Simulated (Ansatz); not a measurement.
# CdAgCl3 (model cell, started as cubic perovskite with Cd in the octahedra): a soft mode frozen in

Wanted: the energy along a soft mode of CdAgCl3 (model cell, started as cubic perovskite with Cd in the octahedra) and the structure at the end.

Program: Ansatz 0.2.0. Level of theory: DFT PBEsol, scalar-relativistic, plane waves, PAW. Results are calculated unless marked as measured.

The structure was built from a prototype and need not be the compound's stable phase.

## 1. Starting point

It takes space group Pm-3m (No. 221, cubic). Conventional cell: a = 5.059 Å, b = 5.059 Å, c = 5.059 Å, α = 90.00°, β = 90.00°, γ = 90.00°. Nearest to Ag lie 12 Cl at 3.58 Å. Nearest to Cd lie 6 Cl at 2.53 Å. Nearest to Cl lie 2 Cd at 2.53 Å. Farther neighbours and most contacts between anions are not listed.

## 2. Response at finite wavevector

The cell comes from relaxations at this level that are not shown. Stability and thermal properties need the whole zone. Linear response on a 2×2×2 q mesh gives force constants as far as a supercell of that size would, and the tensors from the zone-centre run are typed in so that the long-range dipole term is interpolated apart.

Input file input.yaml:

```yaml
crystal:
  lattice:
    - [5.0585249677, 0.0, 0.0]
    - [0.0, 5.0585249677, 0.0]
    - [0.0, 0.0, 5.0585249677]
  atoms:
    - { symbol: Ag, position: [0.0, 0.0, 0.0] }
    - { symbol: Cd, position: [0.5, 0.5, 0.5] }
    - { symbol: Cl, position: [0.5, 0.5, 0.0] }
    - { symbol: Cl, position: [0.5, 0.0, 0.5] }
    - { symbol: Cl, position: [0.0, 0.5, 0.5] }
kpoints:
  mp_grid: { grid: [6, 6, 6] }
hamiltonian:
  xc: pbesol
scf:
  occupations: { method: fixed }
output:
  eigenvalues: true
phonons:
  method: dfpt
  qmesh: [2, 2, 2]
  temperatures: { t_max: 1000, t_step: 50 }
  qpath:
    path:
      - [[0.0, 0.0, 0.0], [0.0, 0.5, 0.0], [0.5, 0.5, 0.0], [0.0, 0.0, 0.0], [0.5, 0.5, 0.5], [0.0, 0.5, 0.0]]
      - [[0.5, 0.5, 0.5], [0.5, 0.5, 0.0]]
    npoints: 10
  non_analytic_term:
    high_frequency_dielectric_tensor: [[4.1296, 0.0, 0.0], [0.0, 4.1296, 0.0], [0.0, 0.0, 4.1296]]
    born_effective_charges:
      - { species: Ag, tensor: [[1.745, 0.0, 0.0], [0.0, 1.745, 0.0], [0.0, 0.0, 1.745]] }
      - { species: Cd, tensor: [[2.5865, 0.0, 0.0], [0.0, 2.5865, 0.0], [0.0, 0.0, 2.5865]] }
      - { species: Cl, tensor: [[-1.1142, 0.0, 0.0], [0.0, -1.1142, 0.0], [0.0, 0.0, -2.1031]] }
      - { species: Cl, tensor: [[-1.1142, 0.0, 0.0], [0.0, -2.1031, 0.0], [0.0, 0.0, -1.1142]] }
      - { species: Cl, tensor: [[-2.1031, 0.0, 0.0], [0.0, -1.1142, 0.0], [0.0, 0.0, -1.1142]] }
    source: "zone-centre run at this cell"
```

Command:

```sh
ansatz run input.yaml --threads 8 --pin off --max-ram 14336MiB --backend cpu --events-out ev --progress --plain --runs-dir out
```

Numbers of over 12 decimals in the logs are rounded to 6 here.

The log of the run:

```text
Engine: ansatz 0.2.0, aarch64-unknown-linux-gnu
Pseudopotentials: kind: paw
Pseudopotential: Ag, paw, valence charge 19, recommended cutoff 420 eV (normal), Ag.paw.azcp
Pseudopotential: Cd, paw, valence charge 20, recommended cutoff 420 eV (normal), Cd.paw.azcp
Pseudopotential: Cl, paw, valence charge 7, recommended cutoff 420 eV (normal), Cl.paw.azcp
Functional definition: PBEsol
  exchange = pbesol_x
  correlation = pbesol_c
Crystal: 5 atoms, lattice volume = 129.441 Å³
Basis set: ecut = 420 eV, 2517 PW (Γ), exchange–correlation on 72×72×72 points (8 copies of the dense FFT grid, shifted against one another)
Bands: 36, of which v1, the nominal top of the filled ones, is band 30 counted from 1 (29 counted from 0)
Symmetry: 48 space group operations
k-points: 20 of 216
Non-local potential: Ag, projectors of the file, l = 0: 3, l = 1: 2, l = 2: 2, l = 3: 1
Non-local potential: Cd, projectors of the file, l = 0: 3, l = 1: 2, l = 2: 2, l = 3: 1
Non-local potential: Cl, projectors of the file, l = 0: 2, l = 1: 2, l = 2: 2
PAW form: soft (Blöchl's): semilocal exchange-correlation on the pseudo side does not see the compensation charge
PAW frozen core: Ag, regenerated for the run's functional, and the local potential with it (the file was generated under x = pbe(κ = 0.804, μ = 0.219515), c = pbe(β = 0.066725))
PAW frozen core: Cd, regenerated for the run's functional, and the local potential with it (the file was generated under x = pbe(κ = 0.804, μ = 0.219515), c = pbe(β = 0.066725))
PAW frozen core: Cl, regenerated for the run's functional, and the local potential with it (the file was generated under x = pbe(κ = 0.804, μ = 0.219515), c = pbe(β = 0.066725))
PAW one-centre angular grid: Ag, 590 points (default); XC on 64 Gauss nodes
PAW one-centre angular grid: Cd, 590 points (default); XC on 64 Gauss nodes
PAW one-centre angular grid: Cl, 110 points (default); XC on 64 Gauss nodes
Initial density: superposition of atomic densities (neutral atoms: chi_scale 0, normalization atom), corrected by the library's trained network
Initial wavefunctions: pseudopotential atomic-orbital guess
Functional: x = pbesol(κ = 0.804, μ = 0.123457), c = pbesol(β = 0.046)
SCF iter   1: F=—  HF=-18890.973292 eV  |F-HF|=—  |Δ(HF+E_count)|=         —  Δρ=5.07e-3  dr2=4.12e-2  ethr=1.77e-3  ⟨swp⟩=4.6  Hψ=2449  notcnv=0  defer=70
preconditioner: auto → Resta (q_TF=auto, 2.400 Å⁻¹)  ε∞=5.2  [insulator: Δε(μ)=1.115 eV  Ē_g=10.538 eV  n_scr=26 (ndim 8)  ℏωp=21.6 eV  f_vac=0.057  ε∞_Penn≈5.2]
SCF iter   2: F=—  HF=-18890.962724 eV  |F-HF|=—  |Δ(HF+E_count)|=   1.06e-2  Δρ=2.03e-3  dr2=7.20e-3  ethr=6.87e-5  ⟨swp⟩=2.0  Hψ=1144  notcnv=0  defer=76
SCF iter   3: F=—  HF=-18890.960871 eV  |F-HF|=—  |Δ(HF+E_count)|=   1.85e-3  Δρ=5.99e-4  dr2=6.78e-4  ethr=1.20e-5  ⟨swp⟩=2.0  Hψ=1145  notcnv=0  defer=76
SCF iter   4: F=—  HF=-18890.960815 eV  |F-HF|=—  |Δ(HF+E_count)|=   5.66e-5  Δρ=2.35e-4  dr2=8.32e-5  ethr=1.13e-6  ⟨swp⟩=2.0  Hψ=889  notcnv=0  defer=62
SCF iter   5: F=—  HF=-18890.960830 eV  |F-HF|=—  |Δ(HF+E_count)|=   1.55e-5  Δρ=4.69e-5  dr2=2.88e-6  ethr=1.39e-7  ⟨swp⟩=2.0  Hψ=1070  notcnv=0  defer=29
SCF iter   6: F=—  HF=-18890.960849 eV  |F-HF|=—  |Δ(HF+E_count)|=   1.82e-5  Δρ=2.09e-5  dr2=4.89e-7  ethr=4.80e-9  ⟨swp⟩=2.0  Hψ=1218  notcnv=0  defer=26
SCF iter   7: F=—  HF=-18890.960848 eV  |F-HF|=—  |Δ(HF+E_count)|=   6.48e-8  Δρ=4.54e-6  dr2=2.99e-8  ethr=8.15e-10  ⟨swp⟩=2.1  Hψ=1177  notcnv=0  defer=26
SCF iter   8: F=—  HF=-18890.960848 eV  |F-HF|=—  |Δ(HF+E_count)|=   1.69e-8  Δρ=1.01e-6  dr2=1.02e-9  ethr=4.98e-11  ⟨swp⟩=2.0  Hψ=1094  notcnv=0  defer=26
SCF iter   9: F=—  HF=-18890.960848 eV  |F-HF|=—  |Δ(HF+E_count)|=  9.24e-10  Δρ=2.46e-7  dr2=7.32e-11  ethr=1.70e-12  ⟨swp⟩=2.0  Hψ=1029  notcnv=0  defer=26
SCF iter  10: F=-18890.960848 eV  HF=-18890.960848 eV  |F-HF|=3.64e-12  |Δ(HF+E_count)|=  8.37e-11  Δρ=4.98e-8  dr2=4.28e-12  ethr=1.00e-12  ⟨swp⟩=12.2  Hψ=3836  notcnv=0
SCF 1 converged in 10 iterations: F = -18890.960848 eV  dr2 = 4.28e-12
  greatest PAW one-centre occupation: 1.000 electrons in one spin orbital (limit 2), on the Ag atom at site 0 (counted from 0), in its partial waves of l = 0
NSCF: frozen V_eff on 20 k-points
NSCF: frozen V_eff on 64 k-points
DFPT response loops at q = (0, 0, 0) (fractional): preconditioner auto → Resta (q_TF=auto, 2.400 Å⁻¹)  ε∞=7.3 (no band partly filled); β = 1.00, the filter's whole step (`scf.mixing.beta` (0.50) is not read by the response loops at its default; to damp them type it under 1.00, their step now; it binds the ground state too); Broyden in place of MSR1
NSCF: frozen V_eff on 128 k-points
DFPT response loops at q = (0, 0, -0.5) (fractional): mixed as the last ones told, above
NSCF: frozen V_eff on 128 k-points
DFPT response loops at q = (0, -0.5, -0.5) (fractional): mixed as the last ones told, above
NSCF: frozen V_eff on 128 k-points
DFPT response loops at q = (-0.5, -0.5, -0.5) (fractional): mixed as the last ones told, above
SCF converged after 10 iterations
Free energy (F): -18890.960848 eV
Harris-Foulkes:  -18890.960848 eV  (|F-HF|=3.64e-12)
Internal energy: -18890.960848 eV  (E = F + TS)
E sigma→0 (E₀):  -18890.960848 eV
Fermi energy:    4.457435 eV
--- Per-component energies (eV) ---
  E_band       = -1006.738683
  E_kinetic    = 1514.097642
  E_local      = -8257.483140  (includes V_loc(G=0)·N_el)
  E_nonlocal   = 214.090261
  E_hartree    = 3643.578405
  E_xc         = -671.265440
  E_vxc        = -811.677792  (∫ρ·V_xc dr)
  E_paw        = -9780.526086  (= ΣΔE_a)
  E_vpaw       = -952.923068  (= ΣTr[D̂ρ^β])
  E_aug_tail   = 0.000598  (compensation charges beyond the density's cutoff)
  E_ewald      = -5554.353083
  E_core_change = 0.899995  (= ΣΔE_core)
  E_smearing   = -0.000000  (= −TS)
  E_closure    = 0.000000  (closes the sum)
  Σ components = -18890.960848   (vs F -18890.960848, Δ=0.00e0)
--- Band table (eV; the first three rows and the last of 20) ---
  k-point 0: bands = [... 26 lower, 3.2720, 3.3914, 3.3914, 3.3914, 5.5780, 6.3164, 12.5729, 12.5729, ... 2 higher]
  k-point 1: bands = [... 26 lower, 3.2675, 3.3085, 3.4050, 3.4050, 5.9409, 6.8926, 11.4883, 12.3735, ... 2 higher]
  k-point 2: bands = [... 26 lower, 3.1580, 3.3689, 3.5063, 3.5063, 6.6668, 8.2456, 10.2265, 11.8653, ... 2 higher]
  k-point 19: bands = [... 26 lower, 3.9810, 3.9810, 4.4574, 4.4574, 6.0540, 10.7709, 10.7709, 10.7709, ... 2 higher]
--- Phonons (Γ-DFPT): 4 representative perturbations + reference (Σ response iterations 12) ---
  ASR residual: 4.514e-5 → 0.000e0 eV/Å²; symmetrization residual: 1.368e-5 eV/Å²
  ASR residual per site (eV/Å²): 4.12e-5 4.51e-5 1.80e-5 1.80e-5 1.80e-5
  Γ frequencies (cm⁻¹): -94.62 -94.62 -94.62 -86.85 -86.85 -86.85 0.00 0.00 0.00 51.13 51.13 51.13 292.66 292.66 292.66
--- Phonons (arbitrary-q DFPT): 4 irreducible q on the 2×2×2 mesh ---
  q = [0.0000, 0.0000, 0.0000] (star 1, of the zone-centre solve; hermiticity 2.93e-6, symmetrization 4.27e-12): -94.62 -94.62 -94.62 -86.85 -86.85 -86.85 -0.00 -0.00 0.00 51.13 51.13 51.13 292.66 292.66 292.66
  q = [0.0000, 0.0000, -0.5000] (star 3, 9 solved perturbations in 504 linear systems a pass and spin channel, the states on 64 of 216 k-point pairs; hermiticity 2.47e-6, symmetrization 4.14e-12): -86.84 -86.84 -81.79 -79.87 -79.87 -28.81 16.98 16.98 46.81 46.81 69.36 145.88 288.47 292.50 292.50
  q = [0.0000, -0.5000, -0.5000] (star 3, 9 solved perturbations in 504 linear systems a pass and spin channel, the states on 64 of 216 k-point pairs; hermiticity 5.69e-6, symmetrization 9.85e-13): -125.82 -89.39 -89.39 -68.00 -68.00 -55.24 53.14 55.16 55.16 93.82 145.77 145.77 198.83 292.75 315.49
  q = [-0.5000, -0.5000, -0.5000] (star 1, 4 solved perturbations in 184 linear systems a pass and spin channel, the states on 64 of 216 k-point pairs; hermiticity 1.36e-6, symmetrization 6.11e-12): -126.08 -126.08 -126.08 -79.24 -79.24 -79.24 99.06 99.06 99.06 145.80 145.80 145.80 198.13 198.13 336.03
  sum rule: each row above includes the acoustic sum rule's correction from the zone centre's row sums; it moved no ω² by more than (0.37 cm⁻¹)²
  mesh force constants: q→R imaginary residual 4.13e-18; ASR residual 4.514e-5 → 0.000e0 eV/Å²; symmetrization residual 7.994e-15 eV/Å²
  interpolated dispersion: 63 rows × 15 modes
  density of states and harmonic sums: on the 12×12×12 q-mesh, interpolated from the force constants of a 2×2×2 supercell (with the dipole–dipole term of supplied tensors)
  largest difference from the sums on the solved wave vectors: F 7.91e-3 eV, S 3.50e-5 and C_V 2.55e-5 eV/K
  zero-point energy: 0.081868 eV/cell   skipped modes (ω ≤ 0): 514, of them read as no rigid motion or as one in doubt: 511 (6.076e0 modes/cell left out, lowest -126.08 cm⁻¹)   left out of the sums: 4.05e-1 of the cell's modes: C_V's classical limit lies that fraction below 3 k_B per atom; for a crystal, a wire or a layer, F and S can be off by more, and a phonons.interpolated_qmesh denser along its periods is the remedy for the sampling
```

Run time: 69 s. Hardware: 8 threads of Arm Neoverse V2, shared host; peak memory 1.2 GiB.

The column dr2 measures how far the density is from self-consistency, as an energy; F and HF (Harris–Foulkes) agree once it is small.

This step gave:

```yaml
gap_on_the_k_mesh: 1.121 eV
volume_per_atom: 25.89 Å³
sum_rule_residual_before_enforcement: 4.51e-5 eV/Å²
lowest_frequency_on_the_path: -126.1 cm⁻¹
point_group: m-3m
highest_frequency_on_the_path_or_at_a_solved_wavevector: 336.0 cm⁻¹
highest_optical_mode_at_the_zone_centre_no_lo_to_term: 292.7 cm⁻¹
lowest_optical_zone_centre_mode: -94.62 cm⁻¹
lowest_mode_on_the_q_mesh_acoustic_modes_at_gamma_apart: -126.1 cm⁻¹
```

Frequencies (cm⁻¹) solved at each irreducible wavevector; negative means imaginary. Frequencies by wavevector, by row:

```tsv
q in reciprocal lattice units	star	mode 1	mode 2	mode 3	mode 4	mode 13	mode 14	mode 15
0 0 0	1	-94.6	-94.6	-94.6	-86.8	292.7	292.7	292.7
0 0 -0.5	3	-86.8	-86.8	-81.8	-79.9	288.5	292.5	292.5
0 -0.5 -0.5	3	-125.8	-89.4	-89.4	-68	198.8	292.8	315.5
-0.5 -0.5 -0.5	1	-126.1	-126.1	-126.1	-79.2	198.1	198.1	336
```

Interpolated from a 2×2×2 q mesh, with the LO-TO term (at Γ the limit along the path; where Γ stands inside the path, tables give the limit on arrival). The phonon branches at the labelled points (cm⁻¹):

```tsv
point	branch 1	branch 2	branch 3	branch 4	branch 12	branch 13	branch 14	branch 15
Γ	-95	-95	-87	-87	85	293	293	316
halfway	-91	-91	-84	-83	108	293	293	304
X	-87	-87	-82	-80	146	288	292	292
halfway	-112	-86	-85	-81	146	237	293	315
M	-126	-89	-89	-68	146	199	293	316
halfway	-106	-90	-87	-78	113	259	293	318
Γ	-95	-95	-87	-87	85	293	293	316
halfway	-106	-102	-102	-76	116	258	258	331
R	-126	-126	-126	-79	146	198	198	336
halfway	-114	-109	-101	-78	146	228	256	331
X	-87	-87	-82	-80	146	288	292	292
jump to R	-126	-126	-126	-79	146	198	198	336
halfway	-126	-111	-111	-78	146	198	244	333
M	-126	-89	-89	-68	146	199	293	316
```

Symmetry leaves 4 wavevectors to solve. The lowest mode among them, the acoustic zeros apart, lies at q = (-0.5, -0.5, -0.5) and is imaginary, 126.1i cm⁻¹, so the energy falls along it.

## 3. The mode frozen in, largest atomic shift 0 Å

The mode followed lies at Γ with frequency 94.6i cm⁻¹ and is 3-fold degenerate, one of the unstable modes though not the softest. At small amplitude the distorted cell has space group no. 99 by a symmetry search on the positions. The undistorted cell that holds it gives the zero of energy on the same k mesh.

input.yaml, the sections that differ from step 2:

```yaml
scf:
  occupations: { method: gaussian, width: 0.02 }
output:
  forces: true
  stress: true
  eigenvalues: true
# crystal, kpoints, hamiltonian: as in step 2
# phonons: removed
```

The log of the run:

```text
[...]
Crystal: 5 atoms, lattice volume = 129.441 Å³
Basis set: ecut = 420 eV, 2517 PW (Γ), exchange–correlation on 72×72×72 points (8 copies of the dense FFT grid, shifted against one another)
Bands: 36, of which v1, the nominal top of the filled ones, is band 30 counted from 1 (29 counted from 0)
Symmetry: 48 space group operations
[...]
k-points: 20 of 216
[...]
k-point 0: bands = [... 26 lower, 3.2719, 3.3913, 3.3913, 3.3913, 5.5780, 6.3164, 12.5729, 12.5729, ... 1 higher]
  k-point 1: bands = [... 26 lower, 3.2674, 3.3085, 3.4050, 3.4050, 5.9409, 6.8925, 11.4883, 12.3734, ... 1 higher]
  k-point 2: bands = [... 26 lower, 3.1579, 3.3689, 3.5063, 3.5063, 6.6668, 8.2456, 10.2264, 11.8653, ... 1 higher]
  k-point 19: bands = [... 26 lower, 3.9809, 3.9809, 4.4574, 4.4574, 6.0540, 10.7708, 10.7708, 10.7708, ... 1 higher]
[key lines of the parts left out:]
SCF converged after 7 iterations
Free energy (F): -18890.960848 eV
Fermi energy:    5.017833 eV
P = ⅓ Tr σ = -0.0086 GPa (-0.086 kbar)
```

Elapsed: 0.72 s, on 8 threads; peak memory 0.57 GiB; 4.3 s of CPU time.

This step gave:

```yaml
pressure: -0.008570 GPa
energy_from_the_undistorted_cell: 0 meV/atom
```

At this level the gap is 1.12 eV on the k-mesh of the self-consistent run, which can miss the band edges.

## 4. The mode frozen in, largest atomic shift 0.6 Å

The atoms are moved along the unstable eigenvector, the largest shift by 0.6 Å, with the cell fixed.

input.yaml, the sections that differ from step 3:

```yaml
crystal:
  lattice:
    - [5.0585249677, 0.0, 0.0]
    - [0.0, 5.0585249677, 0.0]
    - [0.0, 0.0, 5.0585249677]
  atoms:
    - { symbol: Ag, position: [0.0, -0.0902238656, 0.0] }
    - { symbol: Cd, position: [0.5, 0.5023961044, 0.5] }
    - { symbol: Cl, position: [0.5, 0.6186116514, 0.0] }
    - { symbol: Cl, position: [0.5, 0.0297140823, 0.5] }
    - { symbol: Cl, position: [0.0, 0.6186116514, 0.5] }
# kpoints, hamiltonian, scf, output: as in step 3
```

The log of the run:

```text
[...]
Crystal: 5 atoms, lattice volume = 129.441 Å³
Basis set: ecut = 420 eV, 2517 PW (Γ), exchange–correlation on 72×72×72 points (8 copies of the dense FFT grid, shifted against one another)
Bands: 36, of which v1, the nominal top of the filled ones, is band 30 counted from 1 (29 counted from 0)
Symmetry: 8 space group operations
[...]
k-points: 40 of 216 (time reversal used)
[...]
k-point 0: bands = [... 26 lower, 3.5566, 3.7494, 3.7494, 3.7800, 6.0565, 6.6853, 11.0210, 12.5018, ... 1 higher]
  k-point 1: bands = [... 26 lower, 3.5422, 3.6656, 3.7525, 3.7959, 6.5779, 7.0150, 11.2307, 12.1676, ... 1 higher]
  k-point 2: bands = [... 26 lower, 3.5212, 3.5641, 3.6564, 3.7547, 7.3584, 7.9836, 10.9096, 11.8417, ... 1 higher]
  k-point 39: bands = [... 26 lower, 4.0892, 4.0892, 4.1866, 4.2533, 7.0403, 10.3848, 10.5804, 10.5804, ... 1 higher]
[key lines of the parts left out:]
SCF converged after 8 iterations
Free energy (F): -18891.492331 eV
Fermi energy:    5.154912 eV
P = ⅓ Tr σ = 0.1367 GPa (1.367 kbar)
```

Run time: 1.9 s. Hardware: 8 threads; peak memory 0.55 GiB; 14 s of CPU time.

This step gave:

| Quantity | Value |
| --- | --- |
| pressure | 0.1367 GPa |
| gap on the k-mesh | 1.803 eV |
| energy from the undistorted cell | -106.3 meV/atom |

The energy, extrapolated to zero smearing, is -106.30 meV/atom against the undistorted cell.

The run ends at a pressure of 0.14 GPa, with forces up to 0.83 eV/Å.

## 5. Energy along the mode, all amplitudes (two of the runs are shown above)

An imaginary frequency means negative curvature, so the energy should fall and then rise again as anharmonic terms take over.

Numbers from this step:

* depth at the lowest point sampled: 106.3 meV/atom
* largest atomic shift at that point: 0.6 Å

Table of energy from the parent by largest atomic shift:

```tsv
largest atomic shift (Å)	energy from the parent (meV/atom)
0.000	0
0.040	-0.713
0.080	-2.84
0.140	-8.55
0.220	-20.4
0.320	-40.7
0.450	-71.8
0.600	-106
```

Displacement at unit largest shift by atom:

```tsv
atom	x (Å)	y (Å)	z (Å)	size
Ag1	0.00	-0.76	0.00	0.76
Cd2	0.00	0.02	0.00	0.02
Cl3	0.00	1.00	0.00	1.00
Cl4	0.00	0.25	0.00	0.25
Cl5	0.00	1.00	0.00	1.00
```

The lowest of the steps tried is the last one, at 0.6 Å, 106 meV/atom below the parent; the bottom of the well need not coincide with a step.

(Continued in part 2 of 2.)

[Logs are printed without paths, hosts, clocks, repeated set-up lines and the standing remarks that a program may print on its own settings, such as how far it seeks lower states.]

[Hosts, paths, dates, database ids (printed as entryN), source tags and the programs' standing remarks are cut or masked in the printed files.]
